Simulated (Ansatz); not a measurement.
# What SnO (model cell, started as CsCl type) distorts into, part 2 of 3

Aim: this structure of SnO (model cell, started as CsCl type) is to be tested for unstable modes, and one is followed downhill.

Ansatz 0.2.0; DFT PBEsol, scalar-relativistic, plane waves, PAW.

So far, highest frequency on the path or at a solved wavevector (cm⁻¹): step 2 (phonons on a q mesh) 330. Also lowest frequency on the path (cm⁻¹): step 2 -283.

The structure was built from a prototype and need not be the compound's stable phase.

## 4. The mode frozen in, largest atomic shift 0.32 Å

The atoms are moved along the unstable eigenvector, the largest shift by 0.32 Å, with the cell fixed.

input.yaml

```yaml
crystal:
  lattice:
    - [-3.0805550157, 0.0, 0.0]
    - [0.0, -3.0805550157, -3.0805550157]
    - [0.0, -3.0805550157, 3.0805550157]
  atoms:
    - { symbol: Sn, position: [0.0, 0.0025256743, -0.0047580506] }
    - { symbol: Sn, position: [0.0, 0.4974743257, 0.5047580506] }
    - { symbol: O, position: [0.5, 0.0344388819, 0.5648784941] }
    - { symbol: O, position: [0.5, 0.4655611181, -0.0648784941] }
kpoints:
  mp_grid: { grid: [12, 8, 8] }
hamiltonian:
  xc: pbesol
scf:
  occupations: { method: methfessel_paxton, width: 0.15 }
output:
  forces: true
  stress: true
  eigenvalues: true
```

On the command line:

```console
$ ansatz run input.yaml --threads 4 --pin off --max-ram 7168MiB --backend cpu --events-out ev --progress --plain --runs-dir out
```

Numbers of over 12 decimals in the logs are rounded to 6 here.

What it wrote:

```text
[...]
Crystal: 4 atoms, lattice volume = 58.468 Å³
Basis set: ecut = 420 eV, 1139 PW (Γ), exchange–correlation on 48×60×60 points (8 copies of the dense FFT grid, shifted against one another)
Bands: 24, of which v1, the nominal top of the filled ones, is band 20 counted from 1 (19 counted from 0)
Symmetry: 4 space group operations
[...]
k-points: 238 of 768
[...]
--- Band table (eV; the first three rows and the last of 238) ---
  k-point 0: bands = [... 16 lower, 8.8950, 9.8012, 10.0511, 10.0555, 14.8164, 15.1459, 19.6846, 20.0631]
  k-point 1: bands = [... 16 lower, 8.9386, 9.6808, 10.0515, 10.3057, 14.7218, 15.0724, 18.8935, 19.3518]
  k-point 2: bands = [... 16 lower, 9.0513, 9.4787, 10.0354, 10.9556, 14.3090, 15.1456, 17.9637, 18.1333]
  k-point 237: bands = [... 16 lower, 7.3041, 7.9242, 10.0359, 10.5655, 14.7309, 15.1608, 15.6469, 16.0057]
[key lines of the parts left out:]
SCF converged after 7 iterations
Free energy (F): -13018.609304 eV
Fermi energy:    11.800460 eV
P = ⅓ Tr σ = 1.8274 GPa (18.274 kbar)
```

Elapsed: 3.6 s, on 4 threads of Arm Neoverse V2, shared host; peak memory 0.53 GiB; 14 s of CPU time.

This step gave:

```
pressure                         : 1.827 GPa
energy from the undistorted cell : -43.73 meV/atom
```

The energy, extrapolated to zero smearing, is -43.73 meV/atom against the undistorted cell.

The run ends at a pressure of 1.83 GPa, with forces up to 0.55 eV/Å.

## 5. Energy along the mode, all amplitudes (two of the runs are shown above)

An imaginary frequency means negative curvature, so the energy should fall and then rise again as anharmonic terms take over.

Numbers from this step:

* depth at the lowest point sampled: 43.73 meV/atom
* largest atomic shift at that point: 0.32 Å

Table of energy from the parent by largest atomic shift:

```csv
largest atomic shift (Å),energy from the parent (meV/atom)
0.000,0
0.040,-1.97
0.080,-7.37
0.140,-19.5
0.220,-36.5
0.320,-43.7
0.450,4.20
```

Displacement at unit largest shift by atom:

```csv
atom,x (Å),y (Å),z (Å),size
Sn1,0.000,0.021,-0.070,0.073
Sn2,0.000,-0.021,0.070,0.073
O3,0.000,-0.956,0.293,1.000
O4,0.000,0.956,-0.293,1.000
```

The lowest of the steps tried is at 0.32 Å, 43.7 meV/atom below the parent; the bottom of the well need not coincide with a step.

## 6. Relaxation from the frozen mode

Starting from the lowest point found, all atoms and the cell are let go, so that strain and other modes of the same symmetry can join in.

Changes to input.yaml since step 4:

```diff
@@ -20 +20,6 @@
   eigenvalues: true
+relax:
+  adjacent_minimum: "off"
+  f_tol: 0.002
+  max_steps: 120
+  cell: { stress_tol: 0.03 }
```

What it wrote:

```text
[...]
Crystal: 4 atoms, lattice volume = 58.468 Å³
Basis set: ecut = 420 eV, 1139 PW (Γ), exchange–correlation on 48×60×60 points (8 copies of the dense FFT grid, shifted against one another)
Bands: 24, of which v1, the nominal top of the filled ones, is band 20 counted from 1 (19 counted from 0)
Symmetry: 4 space group operations
[...]
k-points: 238 of 768
[...]
SCF iter   1: F=—  HF=-13018.634645 eV  |F-HF|=—  |Δ(HF+E_count)|=         —  Δρ=1.44e-2  dr2=1.05e-1  ethr=1.77e-3  ⟨swp⟩=5.6  Hψ=25593  notcnv=0
[...]
SCF iter   7: F=-13018.609304 eV  HF=-13018.609304 eV  |F-HF|=2.60e-9  |Δ(HF+E_count)|=   8.13e-8  S|Δr|=    0.00e0  Δρ=3.99e-6  dr2=1.31e-8  ethr=2.50e-10  ⟨swp⟩=6.0  Hψ=26233  notcnv=0
SCF 1 converged in 7 iterations: F = -13018.609304 eV  dr2 = 1.31e-8
[...]
relax step   1: F+E_penalty+E_count = -13018.60930417 eV  Δ(F+E_penalty+E_count) = +0.000e0 eV  max|allowed force component| = 5.469e-1 eV/Å  Δτ_max = 0.0000 Å  P = +1.827 GPa  Ω = 58.468 Å³  (7 SCF iters, dr2 threshold 1.00e-7 eV, accepted)
Crystal: 4 atoms, lattice volume = 60.482 Å³
Basis set: ecut = 420 eV, 1179 PW (Γ), exchange–correlation on 48×60×60 points (8 copies of the dense FFT grid, shifted against one another)
[...]
SCF iter   7: F=-13018.716993 eV  HF=-13018.716993 eV  |F-HF|=1.14e-8  |Δ(HF+E_count)|=   1.76e-8  S|Δr|=    0.00e0  Δρ=6.71e-6  dr2=3.86e-8  ethr=1.00e-9  ⟨swp⟩=5.7  Hψ=22071  notcnv=0
SCF 2 converged in 7 iterations: F = -13018.716993 eV  dr2 = 3.86e-8
relax step   2: F+E_penalty+E_count = -13018.71699346 eV  Δ(F+E_penalty+E_count) = -1.077e-1 eV  max|allowed force component| = 6.487e-1 eV/Å  Δτ_max = 0.0868 Å  P = +0.084 GPa  Ω = 60.482 Å³  energy of the carried Pulay correction = -6.231e-3 eV  (7 SCF iters, dr2 threshold 4.00e-7 eV, accepted)
Crystal: 4 atoms, lattice volume = 63.005 Å³
Basis set: ecut = 420 eV, 1223 PW (Γ), exchange–correlation on 48×60×60 points (8 copies of the dense FFT grid, shifted against one another)
[...]
SCF iter   7: F=-13018.857975 eV  HF=-13018.857975 eV  |F-HF|=7.13e-9  |Δ(HF+E_count)|=   7.80e-8  S|Δr|=    0.00e0  Δρ=6.48e-6  dr2=3.62e-8  ethr=1.00e-9  ⟨swp⟩=6.0  Hψ=24106  notcnv=0
SCF 3 converged in 7 iterations: F = -13018.857975 eV  dr2 = 3.62e-8
relax step   3: F+E_penalty+E_count = -13018.85797508 eV  Δ(F+E_penalty+E_count) = -1.410e-1 eV  max|allowed force component| = 3.861e-1 eV/Å  Δτ_max = 0.1092 Å  P = -2.438 GPa  Ω = 63.005 Å³  energy of the carried Pulay correction = -1.375e-2 eV  (7 SCF iters, dr2 threshold 4.00e-7 eV, accepted)
[... from here on, the SCF cycles and remarks between the steps are left out ...]
relax step   4: F+E_penalty+E_count = -13018.87465603 eV  Δ(F+E_penalty+E_count) = -1.668e-2 eV  max|allowed force component| = 8.687e-1 eV/Å  Δτ_max = 0.1911 Å  P = +6.234 GPa  Ω = 62.858 Å³  energy of the carried Pulay correction = -1.332e-2 eV  (7 SCF iters, dr2 threshold 4.00e-7 eV, accepted)
relax step   5: F+E_penalty+E_count = -13018.96568442 eV  Δ(F+E_penalty+E_count) = -9.103e-2 eV  max|allowed force component| = 2.362e-1 eV/Å  Δτ_max = 0.0840 Å  P = -1.145 GPa  Ω = 63.431 Å³  energy of the carried Pulay correction = -1.499e-2 eV  (7 SCF iters, dr2 threshold 4.00e-7 eV, accepted)
relax step   6: F+E_penalty+E_count = -13019.00092205 eV  Δ(F+E_penalty+E_count) = -3.524e-2 eV  max|allowed force component| = 3.136e-2 eV/Å  Δτ_max = 0.0871 Å  P = +0.349 GPa  Ω = 63.682 Å³  energy of the carried Pulay correction = -1.571e-2 eV  (7 SCF iters, dr2 threshold 4.00e-7 eV, accepted)
relax step   7: F+E_penalty+E_count = -13019.00258909 eV  Δ(F+E_penalty+E_count) = -1.667e-3 eV  max|allowed force component| = 1.156e-2 eV/Å  Δτ_max = 0.0111 Å  P = -0.014 GPa  Ω = 64.041 Å³  energy of the carried Pulay correction = -1.675e-2 eV  (6 SCF iters, dr2 threshold 4.00e-7 eV, accepted)
relax step   8: F+E_penalty+E_count = -13019.00252573 eV  Δ(F+E_penalty+E_count) = +6.336e-5 eV  max|allowed force component| = 2.034e-3 eV/Å  Δτ_max = 0.0016 Å  P = -0.003 GPa  Ω = 64.127 Å³  energy of the carried Pulay correction = -1.699e-2 eV  (4 SCF iters, dr2 threshold 9.78e-8 eV, accepted)
relax step   9: F+E_penalty+E_count = -13019.00243993 eV  Δ(F+E_penalty+E_count) = +8.580e-5 eV  max|allowed force component| = 3.987e-3 eV/Å  Δτ_max = 0.0009 Å  P = +0.009 GPa  Ω = 64.158 Å³  energy of the carried Pulay correction = -1.708e-2 eV  (6 SCF iters, dr2 threshold 3.23e-9 eV, accepted)
relax step  10: F+E_penalty+E_count = -13019.00246433 eV  Δ(F+E_penalty+E_count) = -2.440e-5 eV  max|allowed force component| = 1.665e-4 eV/Å  Δτ_max = 0.0006 Å  P = +0.001 GPa  Ω = 64.152 Å³  energy of the carried Pulay correction = -1.706e-2 eV  (5 SCF iters, dr2 threshold 9.94e-10 eV, accepted)
relax step  11: F+E_penalty+E_count = -13019.05791994 eV  Δ(F+E_penalty+E_count) = -5.546e-2 eV  max|allowed force component| = 1.824e-3 eV/Å  Δτ_max = 0.0000 Å  P = +1.099 GPa  Ω = 64.152 Å³  stress off target by 2.00e0 GPa  SCF on the basis re-selected at this cell (its energy is not comparable with the rows above)  (7 SCF iters)
relax step  12: F+E_penalty+E_count = -13019.06611307 eV  Δ(F+E_penalty+E_count) = -8.193e-3 eV  max|allowed force component| = 1.275e-2 eV/Å  Δτ_max = 0.0226 Å  P = +0.494 GPa  Ω = 65.899 Å³  energy of the carried Pulay correction = -6.274e-3 eV  (5 SCF iters, dr2 threshold 4.00e-7 eV, accepted)
relax step  13: F+E_penalty+E_count = -13019.06123100 eV  Δ(F+E_penalty+E_count) = +4.882e-3 eV  max|allowed force component| = 3.994e-2 eV/Å  Δτ_max = 0.0228 Å  P = +0.117 GPa  Ω = 67.436 Å³  energy of the carried Pulay correction = -1.269e-2 eV  (5 SCF iters, dr2 threshold 4.00e-7 eV, accepted)
relax step  14: F+E_penalty+E_count = -13019.06035105 eV  Δ(F+E_penalty+E_count) = +8.800e-4 eV  max|allowed force component| = 7.357e-2 eV/Å  Δτ_max = 0.0112 Å  P = -0.875 GPa  Ω = 67.457 Å³  energy of the carried Pulay correction = -1.280e-2 eV  (5 SCF iters, dr2 threshold 1.28e-7 eV, rejected (line search))
relax step  15: F+E_penalty+E_count = -13019.06269878 eV  Δ(F+E_penalty+E_count) = -1.468e-3 eV  max|allowed force component| = 6.586e-3 eV/Å  Δτ_max = 0.0047 Å  P = -0.074 GPa  Ω = 67.263 Å³  energy of the carried Pulay correction = -1.192e-2 eV  (8 SCF iters, accepted)
relax step  16: F+E_penalty+E_count = -13019.06474175 eV  Δ(F+E_penalty+E_count) = -2.043e-3 eV  max|allowed force component| = 1.722e-3 eV/Å  Δτ_max = 0.0053 Å  P = +0.010 GPa  Ω = 66.872 Å³  energy of the carried Pulay correction = -1.022e-2 eV  (5 SCF iters, dr2 threshold 9.09e-8 eV, accepted)
relax step  17: F+E_penalty+E_count = -13019.06476448 eV  Δ(F+E_penalty+E_count) = -2.273e-5 eV  max|allowed force component| = 6.171e-3 eV/Å  Δτ_max = 0.0012 Å  P = +0.004 GPa  Ω = 66.865 Å³  energy of the carried Pulay correction = -1.019e-2 eV  (5 SCF iters, dr2 threshold 2.45e-9 eV, rejected (line search))
relax step  18: F+E_penalty+E_count = -13019.06471816 eV  Δ(F+E_penalty+E_count) = +2.359e-5 eV  max|allowed force component| = 1.105e-3 eV/Å  Δτ_max = 0.0003 Å  P = +0.006 GPa  Ω = 66.878 Å³  energy of the carried Pulay correction = -1.025e-2 eV  (7 SCF iters, accepted)
relax step  19: F+E_penalty+E_count = -13019.07748955 eV  Δ(F+E_penalty+E_count) = -1.277e-2 eV  max|allowed force component| = 1.258e-3 eV/Å  Δτ_max = 0.0000 Å  P = +0.074 GPa  Ω = 66.878 Å³  stress off target by 3.06e-1 GPa  SCF on the basis re-selected at this cell (its energy is not comparable with the rows above)  (6 SCF iters)
relax step  20: F+E_penalty+E_count = -13019.07766269 eV  Δ(F+E_penalty+E_count) = -1.731e-4 eV  max|allowed force component| = 6.708e-4 eV/Å  Δτ_max = 0.0046 Å  P = +0.027 GPa  Ω = 67.094 Å³  energy of the carried Pulay correction = -6.245e-4 eV  (4 SCF iters, dr2 threshold 2.34e-7 eV, accepted)
relax step  21: F+E_penalty+E_count = -13019.07752684 eV  Δ(F+E_penalty+E_count) = +1.359e-4 eV  max|allowed force component| = 1.284e-3 eV/Å  Δτ_max = 0.0019 Å  P = +0.006 GPa  Ω = 67.171 Å³  energy of the carried Pulay correction = -8.414e-4 eV  (4 SCF iters, dr2 threshold 1.82e-8 eV, accepted)
relax step  22: F+E_penalty+E_count = -13019.07864131 eV  Δ(F+E_penalty+E_count) = -1.114e-3 eV  max|allowed force component| = 9.718e-4 eV/Å  Δτ_max = 0.0000 Å  P = +0.009 GPa  Ω = 67.171 Å³  stress off target by 8.16e-2 GPa  SCF on the basis re-selected at this cell (its energy is not comparable with the rows above)  (5 SCF iters)
relax step  23: F+E_penalty+E_count = -13019.07862864 eV  Δ(F+E_penalty+E_count) = +1.267e-5 eV  max|allowed force component| = 2.955e-3 eV/Å  Δτ_max = 0.0017 Å  P = +0.001 GPa  Ω = 67.215 Å³  energy of the carried Pulay correction = -1.125e-4 eV  (6 SCF iters, dr2 threshold 1.67e-8 eV, accepted)
relax step  24: F+E_penalty+E_count = -13019.07811909 eV  Δ(F+E_penalty+E_count) = +5.096e-4 eV  max|allowed force component| = 4.177e-2 eV/Å  Δτ_max = 0.0026 Å  P = -0.327 GPa  Ω = 67.288 Å³  energy of the carried Pulay correction = -3.424e-4 eV  (7 SCF iters, dr2 threshold 5.46e-10 eV, rejected (line search))
relax step  25: F+E_penalty+E_count = -13019.07866512 eV  Δ(F+E_penalty+E_count) = -3.648e-5 eV  max|allowed force component| = 6.248e-4 eV/Å  Δτ_max = 0.0002 Å  P = -0.011 GPa  Ω = 67.205 Å³  energy of the carried Pulay correction = -7.861e-5 eV  (8 SCF iters, accepted)
relax step  26: F+E_penalty+E_count = -13019.07875454 eV  Δ(F+E_penalty+E_count) = -8.942e-5 eV  max|allowed force component| = 5.047e-4 eV/Å  Δτ_max = 0.0000 Å  P = -0.013 GPa  Ω = 67.205 Å³  stress off target by 3.41e-2 GPa  SCF on the basis re-selected at this cell (its energy is not comparable with the rows above)  (5 SCF iters)
relax step  27: F+E_penalty+E_count = -13019.07900710 eV  Δ(F+E_penalty+E_count) = -2.526e-4 eV  max|allowed force component| = 1.170e-3 eV/Å  Δτ_max = 0.0007 Å  P = +0.018 GPa  Ω = 67.132 Å³  energy of the carried Pulay correction = +2.366e-4 eV  (5 SCF iters, dr2 threshold 2.91e-9 eV, accepted)
[...]
SCF iter   6: F=-13019.078772 eV  HF=-13019.078772 eV  |F-HF|=3.64e-12  |Δ(HF+E_count)|=  1.82e-12  S|Δr|=    0.00e0  Δρ=2.65e-8  dr2=7.33e-13  ethr=1.00e-12  ⟨swp⟩=6.0  Hψ=24544  notcnv=0
SCF 28 converged in 6 iterations: F = -13019.078772 eV  dr2 = 7.33e-13
relax step  28: F+E_penalty+E_count = -13019.07877158 eV  Δ(F+E_penalty+E_count) = +2.355e-4 eV  max|allowed force component| = 1.180e-3 eV/Å  Δτ_max = 0.0000 Å  P = +0.014 GPa  Ω = 67.132 Å³  stress off target by 2.47e-2 GPa  SCF on the basis re-selected at this cell (its energy is not comparable with the rows above)  (6 SCF iters)
basis re-selected at this cell: Δ(F+E_penalty+E_count) = +2.355e-4 eV, ΔP = -0.004 GPa vs the last step (what re-selecting the basis moved, of the pressure what is left beyond the Pulay correction that the steps carried, after the strain that the cell walked since its last selection, with what the two solves' SCF thresholds leave and, on support functions, any second-order correction that the steps lacked; it is no m [...]
SCF converged after 6 iterations
[...]
Free energy (F): -13019.078772 eV
[...]
Internal energy: -13019.078905 eV  (E = F + TS)
E sigma→0 (E₀):  -13019.078805 eV
Entropy (-TS):   0.000133 eV (0.033 meV/atom)
Fermi energy:    9.763577 eV
[...]
--- Forces (eV/Å), atoms counted from 1 ---
  atom   1  Sn     0.00000000    -0.00117962     0.00117078
  atom   2  Sn     0.00000000     0.00117962    -0.00117078
  atom   3  O      0.00000000     0.00017562    -0.00025154
  atom   4  O      0.00000000    -0.00017562     0.00025154
  max |Σ_I F_I| component: 2.71e-20 eV/Å
--- Stress (GPa, compression-positive) ---
        0.023501       0.000000       0.000000
        0.000000       0.009752      -0.014995
        0.000000      -0.014995       0.009726
  P = ⅓ Tr σ = 0.0143 GPa (0.143 kbar)
--- Band table (eV; the first three rows and the last of 238) ---
  k-point 0: bands = [... 16 lower, 7.0358, 7.7203, 8.0083, 8.5747, 12.1210, 12.9719, 14.9435, 17.3404]
  k-point 1: bands = [... 16 lower, 7.0410, 7.6765, 8.0093, 8.6346, 12.0464, 12.9283, 14.9080, 16.5564]
  k-point 2: bands = [... 16 lower, 7.0536, 7.5685, 8.0115, 8.7036, 11.9658, 12.8301, 14.8432, 15.2882]
  k-point 237: bands = [... 16 lower, 7.2403, 7.2403, 7.9182, 7.9183, 11.8372, 11.8373, 13.7569, 13.7569]
--- Relaxed structure (23 steps of the walk, 20 accepted, 5 SCFs on fresh bases) ---
  F+E_penalty+E_count = -13019.07877158 eV   max|allowed force component| = 1.180e-3 eV/Å   (the final SCF, on the basis selected at the relaxed cell)
  cell:  # Å, volume = 67.1319 Å³
    - [-2.922102, 0.0, 0.0]
    - [0.0, -3.183697, -3.183735]
    - [0.0, -3.608003, 3.608041]
  atoms:
    - { symbol: Sn, position: [-0.0, 7.826118017528749e-8, -0.038886] }
    - { symbol: Sn, position: [0.0, 0.500000, 0.538886] }
    - { symbol: O, position: [0.5, -3.5045374571773813e-6, 0.630316] }
    - { symbol: O, position: [0.5, 0.500004, -0.130316] }
```

Run time: 2.1 min. Hardware: 4 threads; peak memory 0.59 GiB.

Relaxation path (22 of 28):

```csv
step,energy less that of the first step (eV),largest force component (eV/Å),pressure (GPa),volume (Å³)
1,0.0000,0.5469,1.83,58.47
2,-0.1077,0.6487,0.08,60.48
4,-0.2654,0.8687,6.23,62.86
5,-0.3564,0.2362,-1.14,63.43
6,-0.3916,0.0314,0.35,63.68
7,-0.3933,0.0116,-0.01,64.04
9,-0.3931,0.0040,0.01,64.16
10,-0.3932,0.0002,0.00,64.15
11*,-0.4486,0.0018,1.10,64.15
13,-0.4519,0.0399,0.12,67.44
14,-0.4510,0.0736,-0.88,67.46
15,-0.4534,0.0066,-0.07,67.26
16,-0.4554,0.0017,0.01,66.87
18,-0.4554,0.0011,0.01,66.88
19*,-0.4682,0.0013,0.07,66.88
20,-0.4684,0.0007,0.03,67.09
22*,-0.4693,0.0010,0.01,67.17
23,-0.4693,0.0030,0.00,67.22
24,-0.4688,0.0418,-0.33,67.29
25,-0.4694,0.0006,-0.01,67.21
27,-0.4697,0.0012,0.02,67.13
28*,-0.4695,0.0012,0.01,67.13
```

Relaxation steps marked * repeat the geometry before them on a plane-wave basis chosen anew for their cell, so energy and pressure can jump there. Other such steps can lie between the rows shown. Relaxation steps 14, 17, 24 were tried and not accepted.

The run keeps the 4 symmetry operations that it works with, so distortions that break them were not tested.

```csv
cell as run,before,after,change
a (Å),3.081,2.922,-5.1 %
b (Å),4.357,4.502,+3.3 %
c (Å),4.357,5.103,+17.1 %
volume (Å³/atom),14.62,16.78,+14.8 %
```

The atoms that moved most (Å, as changes of fractional coordinates times the final cell):

```csv
atom,dx,dy,dz,length
O4,0.000,0.126,-0.346,0.368
O3,0.000,-0.126,0.346,0.368
Sn1,0.000,0.131,-0.115,0.175
Sn2,0.000,-0.131,0.115,0.175
```

This step gave:

```
pressure        : 0.01433 GPa
volume per atom : 16.78 Å³
```

The distorted start has space group P2/m; the relaxation ends in Pmma.

## 7. The new phase in its own primitive cell

The relaxed structure is symmetrised, reduced to its primitive cell and relaxed tightly, as its phonons need.

input.yaml, the sections that differ from step 6:

```yaml
crystal:
  lattice:
    - [4.5024541822, 0.0, 0.0]
    - [0.0, 2.9221020647, 0.0]
    - [0.0, 0.0, 5.1025139577]
  atoms:
    - { symbol: Sn, position: [0.75, 0.0, 0.7888859114] }
    - { symbol: Sn, position: [0.25, 0.0, 0.2111140886] }
    - { symbol: O, position: [0.75, 0.5, 0.1196838569] }
    - { symbol: O, position: [0.25, 0.5, 0.8803161431] }
kpoints:
  mp_grid: { grid: [8, 12, 8] }
relax:
  adjacent_minimum: "off"
  f_tol: 0.001
  max_steps: 60
  cell: { stress_tol: 0.01 }
# hamiltonian, scf, output: as in step 6
```

What it wrote:

```text
[...]
Crystal: 4 atoms, lattice volume = 67.132 Å³
Basis set: ecut = 420 eV, 1299 PW (Γ), exchange–correlation on 64×40×72 points (8 copies of the dense FFT grid, shifted against one another)
Bands: 24, of which v1, the nominal top of the filled ones, is band 20 counted from 1 (19 counted from 0)
Symmetry: 8 space group operations
[...]
k-points: 175 of 768
[...]
--- Relaxed structure (8 steps of the walk, 6 accepted, 2 SCFs on fresh bases) ---
[...]
cell:  # Å, volume = 67.1351 Å³
    - [4.498221, 0.0, 0.0]
    - [0.0, 2.921814, 0.0]
    - [0.0, 0.0, 5.108060]
  atoms:
    - { symbol: Sn, position: [0.75, 0.0, 0.788942] }
    - { symbol: Sn, position: [0.25, 0.0, 0.211058] }
    - { symbol: O, position: [0.75, 0.5, 0.119701] }
    - { symbol: O, position: [0.25, 0.5, 0.880299] }
[key lines of the parts left out:]
SCF converged after 7 iterations
Free energy (F): -13019.078802 eV
Fermi energy:    9.762541 eV
P = ⅓ Tr σ = 0.0006 GPa (0.006 kbar)
```

Elapsed: 32 s, on 4 threads; peak memory 0.53 GiB.

The steps of the relaxation:

```csv
step,energy less that of the first step (eV),largest force component (eV/Å),pressure (GPa),volume (Å³)
1,0.0000,0.0016,0.01,67.13
2,0.0001,0.0056,-0.01,67.16
3,0.0000,0.0015,0.00,67.14
4,0.0001,0.0012,-0.01,67.15
5,0.0000,0.0015,0.00,67.15
6,0.0003,0.0375,-0.19,67.20
7,0.0000,0.0004,0.00,67.13
8*,0.0000,0.0003,0.00,67.13
9,0.0000,0.0001,0.00,67.14
10*,0.0000,0.0001,0.00,67.14
```

Relaxation steps marked * repeat the geometry before them on a plane-wave basis chosen anew for their cell, so energy and pressure can jump there. Relaxation steps 2, 6 were tried and not accepted.

The run keeps the 8 symmetry operations that it works with, so distortions that break them were not tested.

```csv
"conventional cell, symmetrised",before,after,change
a (Å),4.502,4.498,-0.1 %
b (Å),2.922,2.922,-0.0 %
c (Å),5.103,5.108,+0.1 %
volume (Å³/atom),16.78,16.78,+0.0 %
```

The relaxed structure:

```cif
data_structure
_symmetry_space_group_name_H-M 'P 1'
_symmetry_Int_Tables_number 1
_cell_length_a 4.4982
_cell_length_b 2.9218
_cell_length_c 5.1081
_cell_angle_alpha 90.000
_cell_angle_beta 90.000
_cell_angle_gamma 90.000
_cell_volume 67.14
loop_
_atom_site_label
_atom_site_type_symbol
_atom_site_fract_x
_atom_site_fract_y
_atom_site_fract_z
_atom_site_occupancy
Sn1 Sn 0.75000 0.00000 0.78894 1
Sn2 Sn 0.25000 0.00000 0.21106 1
O3 O 0.75000 0.50000 0.11970 1
O4 O 0.25000 0.50000 0.88030 1
```

This step gave:

```
pressure : 5.89e-4 GPa
```

The largest force component left is 0.087 meV/Å and the pressure is 0.001 GPa, within the tolerances set. The cell now holds 16.78 Å³/atom.

(Continued in part 3 of 3.)

[Logs are printed without paths, hosts, clocks, repeated set-up lines and the standing remarks that a program may print on its own settings, such as how far it seeks lower states.]

[Hosts, paths, dates, database ids (printed as entryN), source tags and the programs' standing remarks are cut or masked in the printed files.]
